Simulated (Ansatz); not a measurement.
# Gap against strain: SiC wire along [111], 24 atoms a period, H-terminated

How it was computed: Ansatz 0.2.0, plane waves with PAW datasets, PBE, Fermi-Dirac smearing of 0.05 eV, no spin-orbit coupling. The period is scaled from its relaxed value of 7.695 Å and the atoms relax, within the symmetry of the start, at each strain ε (in %); gaps, in eV, are read on a band path.

```tsv
period (Å)	energy (eV a cell)	place of the conduction minimum (Γ = 0, Z = 1)	ε	gap
7.387	+0.447	0.00	−4	3.932
7.541	+0.111	0.00	−2	4.011
7.695	0.000	0.00	0	4.057
8.003	+0.379	0.00	4	4.116
8.157	+0.833	0.00	6	4.109
```

One run is withheld: period (Å) = 7.849, with ε = 2. Fit a straight line gap = a + b × ε to the 5 rows shown and predict it.

**Fit.** The means are 0.8 for ε and 4.045 for gap. The sum of products of deviations is 1.191 and the sum of squares in ε is 68.8, so b = 1.191 / 68.8 = 0.01731 and a = 4.045 − (0.01731) × 0.8 = 4.031. The residuals' standard deviation, with 3 degrees of freedom, is σ = 0.03.

**Prediction.** gap = 4.031 + (0.01731) × 2 = 4.066. The run gave 4.096, so the prediction less the run is −0.03. The standard error of a prediction there, σ√(1 + 1/5 + (2 − 0.8)²/68.8), is 0.033, and the miss is 0.91 times that, for a point between the fitted rows. With so few rows σ is itself uncertain.

The gap does not move one way: it turns somewhere between ε = 2 and 6 %, and the true extreme can lie between the rows, beyond the values shown.

Caveats: Kohn-Sham gaps of a wire among periodic images, which in a check on one flat ribbon (7 Å apart) lowered the gap by 0.2 eV and flattened the slope; the slope b × 100 is a mean deformation potential of the gap, in eV per unit strain. Between neighbouring runs it lies between −0.3 and 3.9 eV, so a bend, a kink or scatter between runs makes one line a rough account. The unstrained row comes from a denser mesh than the others, which shifts its energy a little. Series of this kind are told only where this holds: a gap at every strain (compound wires with polar facets were set aside first). 88 of 101 did.

[Logs are printed without paths, hosts, clocks, repeated set-up lines and the standing remarks that a program may print on its own settings, such as how far it seeks lower states.]
